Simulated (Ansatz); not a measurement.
# linear Al chain: one chain at several levels of theory

Aim: how far do the period, the moment and the conductance of the linear Al chain depend on the functional, the datasets and spin-orbit coupling, and at what cost?

Main program and level: Ansatz 0.2.0; DFT PBE, plane waves, PAW; relaxation of a chain's period, in the first sound run; inputs show where later runs differ.

Report form: the programs' logs are mostly left out.

### Step 1. Starting point

The cell holds 1 atom: 1 Al. Cell: a = 7.500 Å, b = 7.500 Å, c = 2.251 Å, α = 90.0°, β = 90.0°, γ = 90.0°. Vacuum lies along a and b. The structure's axis is c.

### Step 2. Relaxing the period, level PBE, cutoff 420 eV

Band widths follow the bond lengths, so the chain is relaxed first. The atoms and the third cell vector are free; the box across stays fixed as vacuum. Moments are seeded so that a magnetic state can form if it lies lower. A Fermi-Dirac smearing is set since the result may be a metal. The pressure printed is a third of the stress's trace over the whole box, vacuum included; only the stress along the axis is relaxed.

Contents of input.yaml:

```yaml
crystal:
  lattice:
    - [7.5, 0.0, 0.0]
    - [0.0, 7.5, 0.0]
    - [0.0, 0.0, 2.2506]
  atoms:
    - { symbol: Al, position: [0.5, 0.5, 0.0], spin: 0.5 }
magnetization:
  spin_polarized: true
kpoints:
  mp_grid: { grid: [1, 1, 36] }
scf:
  occupations: { method: fermi_dirac, width: 0.05 }
hamiltonian:
  xc: pbe
relax:
  cell: { fix: [a, b, alpha, beta, gamma] }
  max_steps: 60
```

Launch:

```console
ansatz run input.yaml --threads 4 --pin off --max-ram 8192MiB --backend cpu --events-out ev --progress --plain --runs-dir out
```

Elapsed: 4 s, on 4 threads of Arm Neoverse V2, shared host; peak memory 0.34 GiB.

The steps of the relaxation:

| step | energy less that of the first step (eV) | largest force component (eV/Å) | pressure (GPa) | volume (Å³) |
| --- | --- | --- | --- | --- |
| 1 | 0.0000 | 0.0000 | 2.04 | 126.60 |
| 2 | -0.1280 | 0.0000 | 0.78 | 132.13 |
| 3 | -0.1482 | 0.0000 | 0.28 | 134.94 |
| 4 | -0.1494 | 0.0000 | 0.14 | 135.85 |
| 5* | -0.1505 | 0.0000 | 0.15 | 135.85 |

Relaxation steps marked * repeat the geometry before them on a plane-wave basis chosen anew for their cell, so energy and pressure can jump there.

| cell as run | before | after | change |
| --- | --- | --- | --- |
| c (Å) | 2.251 | 2.415 | +7.3 % |

Final coordinates:

```xyz
1
Lattice="7.5000 0.0000 0.0000 0.0000 7.5000 0.0000 0.0000 0.0000 2.4152" Properties=species:S:1:pos:R:3
Al    3.7500    3.7500    0.0000
```

Numbers from this step:

```yaml
energy_at_zero_smearing: -535.5618 eV
cell_length_along_the_wire: 2.415 Å
```

The cell's length comes to 2.415 Å with no moment.

### Step 3. The perfect wire, level PBE, cutoff 420 eV

This step: DFT PBE, plane waves, PAW; channels and complex bands of a perfect chain (Ansatz 0.2.0).

At the relaxed period the Bloch states of the perfect chain are found at each energy: those that move forward count the open channels, and those that decay describe how a disturbance dies away inside the wire itself. An energy step of 0.035 eV is under the 0.039 eV that the program asks for its thermal average at 300 K.

Contents of input.yaml:

```yaml
crystal:
  lattice:
    - [7.5, 0.0, 0.0]
    - [0.0, 7.5, 0.0]
    - [0.0, 0.0, 2.4151928494]
  atoms:
    - { symbol: Al, position: [0.5, 0.5, 0.0] }
kpoints:
  mp_grid: { grid: [1, 1, 34] }
  band_path: { path: ["Γ", Z], npoints: 60 }
scf:
  occupations: { method: fermi_dirac, width: 0.05 }
hamiltonian:
  xc: pbe
output:
  transmission:
    e_range: [-2, 2]
    de: 0.035
    kmesh: [1, 1]
    reduced_basis: true
    leads: [[0, 0]]
  dos: { projected: true, e_range: [-6, 4] }
  write_potential: true
  write_density: true
  volumetric_format: npy
  elf: true
```

Run time: 4.9 s. Hardware: 4 threads; peak memory 0.37 GiB.

Numbers from this step:

- channels at the energy nearest the Fermi level, one spin: 2
- conductance of the lead as this run defines it: 2.000 G₀
- band gap: 0 eV

The open channels of the lead, one spin by energy, zero at the Fermi level:

| energy (eV) | open channels of the lead, one spin |
| --- | --- |
| -2.000 | 1 |
| -1.895 | 1 |
| -1.790 | 1 |
| -1.685 | 1 |
| -1.615 | 1 |
| -1.510 | 1 |
| -1.405 | 1 |
| -1.300 | 1 |
| -1.195 | 0 |
| -1.090 | 0 |
| -0.985 | 0 |
| -0.915 | 0 |
| -0.810 | 0 |
| -0.705 | 0 |
| -0.600 | 0 |
| -0.495 | 0 |
| -0.390 | 0 |
| -0.285 | 2 |
| -0.215 | 2 |
| -0.110 | 2 |
| -0.005 | 2 |
| 0.100 | 2 |
| 0.205 | 2 |
| 0.310 | 2 |
| 0.415 | 2 |
| 0.485 | 2 |
| 0.590 | 2 |
| 0.695 | 2 |
| 0.800 | 3 |
| 0.905 | 3 |
| 1.010 | 3 |
| 1.115 | 3 |
| 1.185 | 3 |
| 1.290 | 3 |
| 1.395 | 3 |
| 1.500 | 3 |
| 1.605 | 3 |
| 1.710 | 3 |
| 1.815 | 3 |
| 1.885 | 3 |

The slowest values at each energy, most degenerate partners merged, listed up to 1.5 1/Å. Im kz of the slowest decaying states against energy, zero at the Fermi level:

| energy (eV) | decay 1 (Å⁻¹) | decay 2 (Å⁻¹) | decay 3 (Å⁻¹) | decay 4 (Å⁻¹) |
| --- | --- | --- | --- | --- |
| -2.0000 | 0.676 | 1.12 | 1.25 | 1.37 |
| -1.7550 | 0.622 | 1.09 | 1.23 | 1.35 |
| -1.5100 | 0.564 | 1.06 | 1.20 | 1.33 |
| -1.2650 | 0.0266 | 0.499 | 1.03 | 1.17 |
| -0.9850 | 0.0845 | 0.413 | 0.996 | 1.14 |
| -0.7400 | 0.104 | 0.319 | 0.964 | 1.11 |
| -0.4950 | 0.114 | 0.181 | 0.930 | 1.08 |
| -0.2500 | 0.116 | 0.894 | 1.05 | 1.20 |
| -0.0050 | 0.112 | 0.858 | 1.02 | 1.17 |
| 0.2400 | 0.100 | 0.819 | 0.992 | 1.14 |
| 0.4850 | 0.0794 | 0.779 | 0.959 | 1.11 |
| 0.7650 | 0.0190 | 0.730 | 0.919 | 1.08 |
| 1.0100 | 0.684 | 0.884 | 1.05 | 1.17 |
| 1.2550 | 0.635 | 0.846 | 1.02 | 1.14 |
| 1.5000 | 0.582 | 0.807 | 0.984 | 1.11 |
| 1.7450 | 0.523 | 0.766 | 0.951 | 1.08 |

The electronic bands at the labelled points (eV, zero at the Fermi level):

| point | band 1 | band 2 | band 3 | band 4 | band 5 |
| --- | --- | --- | --- | --- | --- |
| Γ | -6.40 | -0.38 | -0.38 | 2.76 | 3.98 |
| halfway | -4.86 | 1.12 | 1.12 | 4.21 | 5.58 |
| Z | -1.29 | 0.78 | 5.29 | 5.29 | 6.00 |

Electrostatic potential energy in the ca plane at fractional y = 0.500, with atoms of Al within 0.2 Å of it. With pseudopotentials it is smooth inside the atoms' cores, unlike the true potential.

Values in eV, 24 rows by 13 columns, each cell a mean:
```
  2   2   2   2   2   2   2   2   2   2   2   2   2
  2   2   2   2   2   2   2   2   2   2   2   2   2
  2   2   2   2   2   2   2   2   2   2   2   2   2
  1   1   1   1   1   1   2   2   1   1   1   1   1
  1   1   1   1   1   1   1   1   1   1   1   1   1
  1   1   1   1   1   1   1   1   1   1   1   1   1
 -1  -1   0   0   0   1   1   1   1   0   0   0  -1
 -4  -4  -3  -2  -1  -1   0   0  -1  -1  -2  -3  -4
-12 -11  -9  -7  -4  -3  -2  -2  -3  -4  -7  -9 -11
-20 -20 -19 -16 -10  -6  -4  -4  -6 -10 -16 -19 -20
-13 -14 -18 -20 -18 -11  -7  -7 -11 -18 -20 -18 -14
 -7  -8 -13 -19 -20 -13  -8  -8 -13 -20 -19 -13  -8
-10 -11 -16 -20 -19 -12  -7  -7 -12 -19 -20 -16 -11
-19 -19 -20 -19 -13  -8  -5  -5  -8 -13 -19 -20 -19
-16 -15 -13  -9  -6  -4  -3  -3  -4  -6  -9 -13 -15
 -6  -6  -5  -3  -2  -1  -1  -1  -1  -2  -3  -5  -6
 -2  -2  -1  -1   0   0   0   0   0   0  -1  -1  -2
  0   0   0   1   1   1   1   1   1   1   1   0   0
  1   1   1   1   1   1   1   1   1   1   1   1   1
  1   1   1   1   1   1   1   1   1   1   1   1   1
  1   1   1   2   2   2   2   2   2   2   2   1   1
  2   2   2   2   2   2   2   2   2   2   2   2   2
  2   2   2   2   2   2   2   2   2   2   2   2   2
  2   2   2   2   2   2   2   2   2   2   2   2   2
```
Columns run along c (2.4 Å; values clipped at the 3rd and 97th percentile), rows up along a (7.5 Å). Atoms in or near the plane, at fractional coordinates: Al at (0.00, 0.50).

Valence density in the ca plane at fractional y = 0.500, with atoms of Al within 0.2 Å of it. It is the smooth field of the valence electrons, not physical close to the nuclei.

Ten even steps from '0' (0.00 e/Å³) to '9' (0.38 e/Å³), each cell a mean:
```
0000000000000
0000000000000
0000000000000
0000000000000
0000000000000
0000000000000
1111111111111
2222222222222
3333333333333
3345566665543
2235788887532
1124799997421
1224789987422
2335677776533
3344444444443
2222222222222
1111111111111
0000000000000
0000000000000
0000000000000
0000000000000
0000000000000
0000000000000
0000000000000
```
Columns run along c (2.4 Å), rows up along a (7.5 Å). Atoms in or near the plane, at fractional coordinates: Al at (0.00, 0.50).

ELF in the ca plane at fractional y = 0.500, with atoms of Al within 0.2 Å of it. It is the smooth field of the valence electrons, not physical close to the nuclei.

Values, 24 rows by 13 columns, each cell a mean:
```
0.00 0.00 0.00 0.00 0.00 0.00 0.00 0.00 0.00 0.00 0.00 0.00 0.00
0.01 0.01 0.01 0.01 0.01 0.01 0.01 0.01 0.01 0.01 0.01 0.01 0.01
0.07 0.07 0.07 0.07 0.08 0.09 0.09 0.09 0.09 0.08 0.07 0.07 0.07
0.15 0.15 0.16 0.17 0.18 0.19 0.20 0.20 0.19 0.18 0.17 0.16 0.15
0.26 0.26 0.27 0.29 0.30 0.32 0.33 0.33 0.32 0.30 0.29 0.27 0.26
0.40 0.40 0.42 0.44 0.46 0.48 0.50 0.50 0.48 0.46 0.44 0.42 0.40
0.52 0.53 0.55 0.58 0.60 0.63 0.64 0.64 0.63 0.60 0.58 0.55 0.53
0.61 0.63 0.66 0.70 0.74 0.77 0.78 0.78 0.77 0.74 0.70 0.66 0.63
0.57 0.61 0.69 0.77 0.82 0.85 0.86 0.86 0.85 0.82 0.77 0.69 0.61
0.27 0.32 0.51 0.74 0.86 0.90 0.91 0.91 0.90 0.86 0.74 0.51 0.32
0.23 0.14 0.12 0.49 0.84 0.92 0.94 0.94 0.92 0.84 0.49 0.12 0.14
0.71 0.53 0.01 0.28 0.78 0.93 0.94 0.94 0.93 0.78 0.28 0.01 0.53
0.42 0.23 0.06 0.39 0.82 0.93 0.94 0.94 0.93 0.82 0.39 0.06 0.23
0.15 0.18 0.35 0.67 0.86 0.91 0.92 0.92 0.91 0.86 0.67 0.35 0.18
0.49 0.54 0.66 0.78 0.84 0.87 0.88 0.88 0.87 0.84 0.78 0.66 0.54
0.62 0.64 0.68 0.73 0.77 0.80 0.81 0.81 0.80 0.77 0.73 0.68 0.64
0.57 0.58 0.60 0.63 0.67 0.69 0.70 0.70 0.69 0.67 0.63 0.60 0.58
0.44 0.44 0.46 0.48 0.51 0.53 0.54 0.54 0.53 0.51 0.48 0.46 0.44
0.31 0.32 0.33 0.35 0.37 0.38 0.40 0.40 0.38 0.37 0.35 0.33 0.32
0.18 0.19 0.20 0.21 0.22 0.23 0.24 0.24 0.23 0.22 0.21 0.20 0.19
0.10 0.10 0.10 0.11 0.12 0.12 0.12 0.12 0.12 0.12 0.11 0.10 0.10
0.02 0.02 0.03 0.03 0.03 0.03 0.03 0.03 0.03 0.03 0.03 0.03 0.02
0.00 0.00 0.00 0.00 0.00 0.00 0.00 0.00 0.00 0.00 0.00 0.00 0.00
0.00 0.00 0.00 0.00 0.00 0.00 0.00 0.00 0.00 0.00 0.00 0.00 0.00
```
Columns run along c (2.4 Å), rows up along a (7.5 Å). Atoms in or near the plane, at fractional coordinates: Al at (0.00, 0.50).

By hand: the program gives 2.7549 × 10^14 S/m² over the cell's cross-section of 56.25 Å² = 5.625 × 10^-19 m², so one cell conducts 1.550 × 10^-4 S. Divided by G0 = 2e²/h = 7.748 × 10^-5 S this is 2.00 G0, a resistance of 6.45 kΩ.

At the computed energy nearest the Fermi level there are 2 channels a spin, and the thermal average gives 2.00 G₀.

### Step 4. Relaxation of atoms and period

This step: DFT LDA, plane waves, PAW; relaxation of a chain's period (Ansatz 0.2.0).

The relaxation is repeated under another functional. LDA has no gradient terms and tends to overbind, so it marks the short end of the likely bond lengths.

Contents of input.yaml:

```yaml
crystal:
  lattice:
    - [7.5, 0.0, 0.0]
    - [0.0, 7.5, 0.0]
    - [0.0, 0.0, 2.2506]
  atoms:
    - { symbol: Al, position: [0.5, 0.5, 0.0], spin: 0.5 }
magnetization:
  spin_polarized: true
kpoints:
  mp_grid: { grid: [1, 1, 36] }
scf:
  occupations: { method: fermi_dirac, width: 0.05 }
hamiltonian:
  xc: lda
relax:
  cell: { fix: [a, b, alpha, beta, gamma] }
  max_steps: 60
```

It took 2.7 s on 4 threads; peak memory 0.31 GiB; 9.5 s of CPU time.

Relaxation path:

| step | energy less that of the first step (eV) | largest force component (eV/Å) | pressure (GPa) | volume (Å³) |
| --- | --- | --- | --- | --- |
| 1 | 0.0000 | 0.0000 | 1.74 | 126.60 |
| 2 | -0.0920 | 0.0000 | 0.69 | 131.26 |
| 3 | -0.1071 | 0.0000 | 0.25 | 133.74 |
| 4 | -0.1077 | 0.0000 | 0.14 | 134.41 |
| 5* | -0.1088 | 0.0000 | 0.15 | 134.41 |

Relaxation steps marked * repeat the geometry before them on a plane-wave basis chosen anew for their cell, so energy and pressure can jump there.

| cell as run | before | after | change |
| --- | --- | --- | --- |
| c (Å) | 2.251 | 2.390 | +6.2 % |

Final coordinates:

```
Al
1.0
     7.50000    0.00000    0.00000
     0.00000    7.50000    0.00000
     0.00000    0.00000    2.38955
Al
1
Direct
  0.50000 0.50000 0.00000
```

The cell's length comes to 2.390 Å, -1.1 % against the first run, with no moment.

The cell grew by 6.2 % in its periodic edges.

### Step 5. The perfect wire, level LDA, cutoff 420 eV

This step: DFT LDA, plane waves, PAW; channels and complex bands of a perfect chain (Ansatz 0.2.0).

The channels are counted again under LDA, at the period that it gave.

Contents of input.yaml:

```yaml
crystal:
  lattice:
    - [7.5, 0.0, 0.0]
    - [0.0, 7.5, 0.0]
    - [0.0, 0.0, 2.3895479575]
  atoms:
    - { symbol: Al, position: [0.5, 0.5, 0.0] }
kpoints:
  mp_grid: { grid: [1, 1, 34] }
  band_path: { path: ["Γ", Z], npoints: 60 }
scf:
  occupations: { method: fermi_dirac, width: 0.05 }
hamiltonian:
  xc: lda
output:
  transmission:
    e_range: [-2, 2]
    de: 0.035
    kmesh: [1, 1]
    reduced_basis: true
    leads: [[0, 0]]
  dos: { projected: true, e_range: [-6, 4] }
```

The job ended after 4.8 s (4 threads; peak memory 0.37 GiB).

At the computed energy nearest the Fermi level there are 2 channels a spin, and the thermal average gives 2.00 G₀.

### Step 6. The relaxed wire, cutoff 500 eV

This step: DFT r2SCAN, plane waves, PAW; relaxation of a chain's period (Ansatz 0.2.0).

The relaxation is repeated under another functional. r2SCAN also reads the kinetic-energy density; it often gives larger moments and wider gaps than PBE, at a higher cost. Against the first PBE run of this kind, the cutoff is 500 eV against 420.

Contents of input.yaml:

```yaml
crystal:
  lattice:
    - [7.5, 0.0, 0.0]
    - [0.0, 7.5, 0.0]
    - [0.0, 0.0, 2.2506]
  atoms:
    - { symbol: Al, position: [0.5, 0.5, 0.0], spin: 0.5 }
magnetization:
  spin_polarized: true
kpoints:
  mp_grid: { grid: [1, 1, 36] }
scf:
  occupations: { method: fermi_dirac, width: 0.05 }
hamiltonian:
  xc: r2scan
relax:
  cell: { fix: [a, b, alpha, beta, gamma] }
  max_steps: 60
```

Run time: 15 s. Hardware: 4 threads; peak memory 0.63 GiB; 55 s of CPU time.

The steps of the relaxation:

| step | energy less that of the first step (eV) | largest force component (eV/Å) | pressure (GPa) | volume (Å³) |
| --- | --- | --- | --- | --- |
| 1 | 0.0000 | 0.0000 | 2.01 | 126.60 |
| 2 | -0.1228 | 0.0000 | 0.72 | 132.06 |
| 3 | -0.1393 | 0.0000 | 0.25 | 134.56 |
| 4 | -0.1402 | 0.0000 | 0.13 | 135.31 |
| 5* | -0.1402 | 0.0000 | 0.13 | 135.31 |

Relaxation steps marked * repeat the geometry before them on a plane-wave basis chosen anew for their cell, so energy and pressure can jump there.

| cell as run | before | after | change |
| --- | --- | --- | --- |
| c (Å) | 2.251 | 2.405 | +6.9 % |

Final coordinates:

```xyz
1
Lattice="7.5000 0.0000 0.0000 0.0000 7.5000 0.0000 0.0000 0.0000 2.4055" Properties=species:S:1:pos:R:3
Al    3.7500    3.7500    0.0000
```

The cell's length comes to 2.405 Å, -0.4 % against the first run, with no moment.

The cell grew by 6.9 % in its periodic edges.

### Step 7. Bands of the perfect wire, level r2SCAN, cutoff 500 eV

This step: DFT r2SCAN, plane waves, PAW; channels and complex bands of a perfect chain (Ansatz 0.2.0).

The channels are counted again under r2SCAN, at the period that it gave. Its window is narrower, to save time.

Contents of input.yaml:

```yaml
crystal:
  lattice:
    - [7.5, 0.0, 0.0]
    - [0.0, 7.5, 0.0]
    - [0.0, 0.0, 2.4054814537]
  atoms:
    - { symbol: Al, position: [0.5, 0.5, 0.0] }
kpoints:
  mp_grid: { grid: [1, 1, 34] }
  band_path: { path: ["Γ", Z], npoints: 60 }
scf:
  occupations: { method: fermi_dirac, width: 0.05 }
hamiltonian:
  xc: r2scan
output:
  transmission:
    e_range: [-0.7, 0.7]
    de: 0.035
    kmesh: [1, 1]
    reduced_basis: true
    leads: [[0, 0]]
  dos: { projected: true, e_range: [-6, 4] }
```

Run time: 7.6 s. Hardware: 4 threads; peak memory 0.69 GiB.

Table of open channels of the lead, one spin by energy, zero at the Fermi level:

| energy (eV) | open channels of the lead, one spin |
| --- | --- |
| -0.700 | 0 |
| -0.665 | 0 |
| -0.595 | 0 |
| -0.560 | 0 |
| -0.490 | 0 |
| -0.455 | 0 |
| -0.420 | 0 |
| -0.350 | 2 |
| -0.315 | 2 |
| -0.280 | 2 |
| -0.210 | 2 |
| -0.175 | 2 |
| -0.105 | 2 |
| -0.070 | 2 |
| -0.035 | 2 |
| 0.000 | 2 |
| 0.035 | 2 |
| 0.070 | 2 |
| 0.105 | 2 |
| 0.175 | 2 |
| 0.210 | 2 |
| 0.280 | 2 |
| 0.315 | 2 |
| 0.350 | 2 |
| 0.420 | 2 |
| 0.455 | 2 |
| 0.490 | 2 |
| 0.560 | 2 |
| 0.595 | 2 |
| 0.665 | 2 |
| 0.700 | 2 |

At the computed energy nearest the Fermi level there are 2 channels a spin, and the thermal average gives 2.00 G₀.

### Step 8. The relaxed wire

This step: DFT PBEsol, plane waves, PAW; relaxation of a chain's period (Ansatz 0.2.0).

The relaxation is repeated under another functional. PBEsol weakens PBE's gradient terms and usually lands between LDA and PBE.

Contents of input.yaml:

```yaml
crystal:
  lattice:
    - [7.5, 0.0, 0.0]
    - [0.0, 7.5, 0.0]
    - [0.0, 0.0, 2.2506]
  atoms:
    - { symbol: Al, position: [0.5, 0.5, 0.0], spin: 0.5 }
magnetization:
  spin_polarized: true
kpoints:
  mp_grid: { grid: [1, 1, 36] }
scf:
  occupations: { method: fermi_dirac, width: 0.05 }
hamiltonian:
  xc: pbesol
relax:
  cell: { fix: [a, b, alpha, beta, gamma] }
  max_steps: 60
```

The job ended after 3.9 s (4 threads; peak memory 0.34 GiB; 13 s of CPU time).

Step by step:

| step | energy less that of the first step (eV) | largest force component (eV/Å) | pressure (GPa) | volume (Å³) |
| --- | --- | --- | --- | --- |
| 1 | 0.0000 | 0.0000 | 1.95 | 126.60 |
| 2 | -0.1172 | 0.0000 | 0.75 | 131.88 |
| 3 | -0.1357 | 0.0000 | 0.26 | 134.59 |
| 4 | -0.1367 | 0.0000 | 0.13 | 135.42 |
| 5* | -0.1378 | 0.0000 | 0.14 | 135.42 |

Relaxation steps marked * repeat the geometry before them on a plane-wave basis chosen anew for their cell, so energy and pressure can jump there.

| cell as run | before | after | change |
| --- | --- | --- | --- |
| c (Å) | 2.251 | 2.407 | +7.0 % |

The relaxed structure:

```
Al
1.0
     7.50000    0.00000    0.00000
     0.00000    7.50000    0.00000
     0.00000    0.00000    2.40741
Al
1
Cartesian
  3.7500 3.7500 0.0000
```

The cell's length comes to 2.407 Å, -0.3 % against the first run, with no moment.

The cell grew by 7.0 % in its periodic edges.

### Step 9. Bands of the perfect wire, level PBEsol, cutoff 420 eV

This step: DFT PBEsol, plane waves, PAW; channels and complex bands of a perfect chain (Ansatz 0.2.0).

The channels are counted again under PBEsol, at the period that it gave.

Contents of input.yaml:

```yaml
crystal:
  lattice:
    - [7.5, 0.0, 0.0]
    - [0.0, 7.5, 0.0]
    - [0.0, 0.0, 2.4074140674]
  atoms:
    - { symbol: Al, position: [0.5, 0.5, 0.0] }
kpoints:
  mp_grid: { grid: [1, 1, 34] }
  band_path: { path: ["Γ", Z], npoints: 60 }
scf:
  occupations: { method: fermi_dirac, width: 0.05 }
hamiltonian:
  xc: pbesol
output:
  transmission:
    e_range: [-2, 2]
    de: 0.035
    kmesh: [1, 1]
    reduced_basis: true
    leads: [[0, 0]]
  dos: { projected: true, e_range: [-6, 4] }
```

Elapsed: 5 s, on 4 threads; peak memory 0.37 GiB; 16 s of CPU time.

At the computed energy nearest the Fermi level there are 2 channels a spin, and the thermal average gives 2.00 G₀.

### Step 10. Comparing the runs

Times are for 4 threads of Arm Neoverse V2, shared host. Results by setting:

| no. | level | conductance of the lead as this run defines it (G₀) | time | memory (GiB) |
| --- | --- | --- | --- | --- |
| 1 | PBE | 2.000 | 4.9 s | 0.37 |
| 2 | LDA | 2.000 | 4.8 s | 0.37 |
| 3 | r2SCAN | 2.000 | 7.6 s | 0.69 |
| 4 | PBEsol | 2.000 | 5 s | 0.37 |

### Step 11. The relaxed wire, cutoff 544.228 eV

This step: DFT PBE, plane waves, norm-conserving; relaxation of a chain's period (Ansatz 0.2.0).

The same functional on other atomic datasets tests how far the result hangs on the treatment of the cores. Against the first PBE run of this kind, the cutoff is 544.228 eV against 420.

Contents of input.yaml:

```yaml
crystal:
  lattice:
    - [7.5, 0.0, 0.0]
    - [0.0, 7.5, 0.0]
    - [0.0, 0.0, 2.2506]
  atoms:
    - { symbol: Al, position: [0.5, 0.5, 0.0], spin: 0.5 }
magnetization:
  spin_polarized: true
kpoints:
  mp_grid: { grid: [1, 1, 36] }
scf:
  occupations: { method: fermi_dirac, width: 0.05 }
hamiltonian:
  xc: pbe
  pseudopotentials: { kind: nc, accuracy: standard }
relax:
  cell: { fix: [a, b, alpha, beta, gamma] }
  max_steps: 60
```

Elapsed: 4.8 s, on 4 threads; peak memory 0.37 GiB.

The cell's length comes to 2.417 Å, +0.1 % against the first run, with no moment.

[end of part 1 of 2]

[Logs are printed without paths, hosts, clocks, repeated set-up lines and the standing remarks that a program may print on its own settings, such as how far it seeks lower states.]

[Hosts, paths, dates, database ids (printed as entryN), source tags and the programs' standing remarks are cut or masked in the printed files.]
